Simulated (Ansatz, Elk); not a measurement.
## How far do independent atoms describe TlCdBi?

Structure refinements treat a crystal as free atoms side by side. For a made-up structure of TlCdBi (cell and positions from a PBE relaxation) the runs below show what the calculated density changes in F(hkl).

Main program and level: Elk 11.2.3 (patched build); DFT, PBE, all-electron APW+lo, Dirac cores, scalar-relativistic bands, static density, no spin.

This account leaves out most program logs.

The structure was built from a prototype and need not be the compound's stable phase.

## 1. The starting structure

Symmetry: P6_3/mmc, No. 194, hexagonal system. Conventional cell: a = 5.474 Å, b = 5.474 Å, c = 6.899 Å, α = 90.00°, β = 90.00°, γ = 120.00°. Nearest to Bi lie 2 Bi at 3.45 Å and 6 Cd at 3.60 Å and 6 Tl at 3.60 Å. Nearest to Tl lie 5 Cd at 3.16 to 3.45 Å and 6 Bi at 3.60 Å. Cd has 5 Tl at 3.16 to 3.45 Å and 6 Bi at 3.60 Å nearest. Farther neighbours are not listed.

## 2. Ground state and structure factors

An all-electron density is needed, since X-rays see the cores too. Task 0 finds the density and task 195 Fourier-transforms it; tshift is off so that phases refer to the origin typed.

File elk.in:

```
tasks
  0
  195

xctype
  20

spinpol
  .false.

rgkmax
  7.0

gmaxvr
  14.0

lmaxo
  7

lmaxapw
  8

swidth
  0.002

tshift
  .false.

ramdisk
  .false.

hmaxvr
  5.5

maxscl
  120

epspot
  1e-06

sppath
  './'

avec
  10.34464054007 0.00000000000 0.00000000000
  -5.17232027004 8.95872150072 0.00000000000
  0.00000000000 0.00000000000 13.03707418016

atoms
  3
  'Bi.in'
  2
  0.0000000000 -0.0000000000 0.0000000000   0.000000 0.000000 0.000000
  0.0000000000 0.0000000000 0.5000000000   0.000000 0.000000 0.000000
  'Tl.in'
  2
  0.6666666667 0.3333333333 0.2500000000   0.000000 0.000000 0.000000
  0.3333333333 0.6666666667 0.7500000000   0.000000 0.000000 0.000000
  'Cd.in'
  2
  0.6666666667 0.3333333333 0.7500000000   0.000000 0.000000 0.000000
  0.3333333333 0.6666666667 0.2500000000   0.000000 0.000000 0.000000

ngridk
  5 5 4
```

Launch:

```
OMP_NUM_THREADS=4 elk
```

Wall time 53 s (4 threads of Arm Neoverse V2, shared host); peak memory 0.33 GiB; 2.1 min of CPU time.

SFACRHO.OUT:

```text

h k l indices transformed by vhmat matrix:
   1.000000000       0.000000000       0.000000000    
   0.000000000       1.000000000       0.000000000    
   0.000000000       0.000000000       1.000000000    

      h      k      l  multipl.   |H|            Re(F)            Im(F)           |F|

      0      0      0      1   0.0000000       424.00000      0.54198859E-16   424.00000    
      0      0      1      2  0.48194750      0.68751998E-13  0.41918123E-13  0.80523079E-13
     -1      1      0      6  0.70134844       35.123289      -0.0000000       35.123289    
      0      1      1      6  0.85097769      -54.477746      0.54493560E-13   54.477746    
      0     -1      1      6  0.85097769       54.477746      0.54493560E-13   54.477746    
      0      0      2      2  0.96389500      -81.421666     -0.83688644E-13   81.421666    
     -1      1     -2      6   1.1920500       254.19936      0.96411683E-13   254.19936    
     -1      1      2      6   1.1920500       254.19936     -0.75452622E-13   254.19936    
     -2      1      0      6   1.2147711       363.10726      0.97053281E-13   363.10726    
      1      1      1     12   1.3068827      0.74502449E-13  0.25150874E-13  0.78633208E-13
      0      2      0      6   1.4026969       32.456779      0.50301748E-13   32.456779    
      0      0     -3      2   1.4458425     -0.22569130E-12 -0.15090524E-12  0.27149393E-12
      0      2      1      6   1.4831830       50.971684      0.18863155E-13   50.971684    
     -2      2      1      6   1.4831830      -50.971684      0.35630405E-13   50.971684    
      1      1      2     12   1.5507297      -70.926099      0.14979256E-13   70.926099    
      0     -1     -3      6   1.6069692       50.234137     -0.15928887E-12   50.234137    
      0     -1      3      6   1.6069692      -50.234137      0.11737074E-12   50.234137    
      0     -2      2      6   1.7019554       231.30458     -0.37726311E-13   231.30458
```

Elk indexes on the primitive cell of elk.in and gives |H| = 4π sin θ/λ in inverse bohr. Below, one row stands for each form hkl of the conventional cell (m members, Friedel mates merged), F is for one primitive cell and the density is static (no thermal factor). Free-atom factors are Waasmaier and Kirfel's, and R is Σm||F|−|F'||/Σm|F|.

```tsv
hkl	m	sin θ/λ (Å⁻¹)	abs F, DFT	neutral atoms	diff.
001	2	0.072	0.000	0.000	+0.000
100	6	0.105	35.123	35.154	-0.030
101	12	0.128	54.478	54.457	+0.020
002	2	0.145	81.422	81.511	-0.090
102	12	0.179	254.199	254.536	-0.337
110	6	0.183	363.107	363.702	-0.595
111	12	0.197	0.000	0.000	+0.000
200	6	0.211	32.457	32.406	+0.051
003	2	0.217	0.000	0.000	+0.000
201	12	0.223	50.972	50.915	+0.057
112	12	0.233	70.926	71.179	-0.253
103	12	0.242	50.234	50.205	+0.029
202	12	0.256	231.305	231.493	-0.188
210	12	0.279	31.129	31.032	+0.096
113	12	0.284	0.000	0.000	+0.000
211	24	0.288	48.419	48.442	-0.024
004	2	0.290	317.264	317.356	-0.092
203	12	0.303	47.863	47.897	-0.034
```

## 3. The highest occupied states alone

An energy window below the Fermi level keeps the highest occupied states, to see at which angles they scatter; shallow core shells can lie inside it and anion s states outside. No new self-consistency is needed.

elk.in, as its differences from that of step 2:

```diff
@@ -1,3 +1,2 @@
 tasks
-  0
   195
@@ -40,2 +39,5 @@
 
+wsfac
+  -0.255740 0.485250
+
 sppath
```

Launch:

```
OMP_NUM_THREADS=4 elk
```

The job ended after 29 s (4 threads; peak memory 0.24 GiB; 35 s of CPU time).

States within 12 eV below the Fermi level hold 60.00 electrons; any levels below the window count with the cores. Their amplitudes can exceed the total, where window and core parts have opposite phase:

```tsv
hkl	sin θ/λ (Å⁻¹)	abs F, window	abs F, all
001	0.072	0.000	0.000
100	0.105	13.955	35.123
101	0.128	0.272	54.478
002	0.145	28.237	81.422
102	0.179	13.759	254.199
110	0.183	25.561	363.107
111	0.197	0.000	0.000
200	0.211	9.791	32.457
003	0.217	0.000	0.000
201	0.223	0.909	50.972
```

## 4. Another functional

The difference from free atoms is small, so it is set against the change that PBEsol makes.

elk.in, as its differences from that of step 3:

```diff
@@ -1,2 +1,3 @@
 tasks
+  0
   195
@@ -4,3 +5,3 @@
 xctype
-  20
+  22
 
@@ -39,5 +40,2 @@
 
-wsfac
-  -0.255740 0.485250
-
 sppath
```

Launch:

```
OMP_NUM_THREADS=4 elk
```

Elapsed: 50 s, on 4 threads; peak memory 0.32 GiB.

Against the first run R = 0.01 %; the largest change is -0.034 at 110.

## 5. A coarser k-mesh

About half the k-points along each axis test the sampling.

elk.in, as its differences from that of step 4:

```diff
@@ -5,3 +5,3 @@
 xctype
-  22
+  20
 
@@ -64,2 +64,2 @@
 ngridk
-  5 5 4
+  2 2 2
```

Launch:

```
OMP_NUM_THREADS=4 elk
```

Wall time 37 s (4 threads); peak memory 0.32 GiB; 65 s of CPU time.

Against the first run R = 0.01 %; the largest change is +0.190 at 002.

## 6. Settings against the effect

```tsv
run	R against the first run (%)	R against neutral atoms, low angle (%)	wall time
PBE, rgkmax 7	0.00	0.12	53 s
PBEsol	0.01	0.13	50 s
k-mesh 2×2×2	0.01	0.14	37 s
```

## 7. What came out

```
R against neutral atoms, sin θ/λ < 0.3 Å⁻¹ : 0.12 %
R against neutral atoms, 0.3 to 0.72 Å⁻¹   : 0.06 %
```

Independent neutral atoms miss the calculated amplitudes by R = 0.12 % below 0.3 Å⁻¹ and 0.06 % from there to 0.72 Å⁻¹; by shells, 0.06 % below 0.15 Å⁻¹ (3 forms), 0.13 % 0.15 to 0.3 (10 forms), 0.05 % 0.3 to 0.45 (23 forms), 0.07 % above 0.45 (83 forms). Bonding, aspherical density and the tables' own atoms all enter these figures, and the runs don't part them. The largest change of an amplitude is -0.59 electrons, at 110. The window's part falls from 60.0 electrons at the origin to at most 0.94 between 0.45 and 0.72 Å⁻¹, where compact states inside the window still scatter. The window holds more than the 40 outer electrons of the free atoms, so shallow core shells lie inside it. Below 0.3 Å⁻¹ the changes that finished (PBEsol and k-mesh 2×2×2) move F by R = 0.05 % at most, against the 0.12 % that separates it from free atoms, so the difference from free atoms is only partly resolved. A single amplitude moves by up to 0.19 electrons, against 0.59 for the largest difference from free atoms. The basis has no finished test. Spin-orbit coupling is left out, which can matter for elements this heavy. Part of the difference isn't bonding: the tables are fits to free atoms and ions calculated by other methods than this functional. Thermal motion, anomalous dispersion and extinction are left out.

[Logs are printed without paths, hosts, clocks, repeated set-up lines and the standing remarks that a program may print on its own settings, such as how far it seeks lower states.]

[Hosts, paths, dates, database ids (printed as entryN), source tags and the programs' standing remarks are cut or masked in the printed files.]
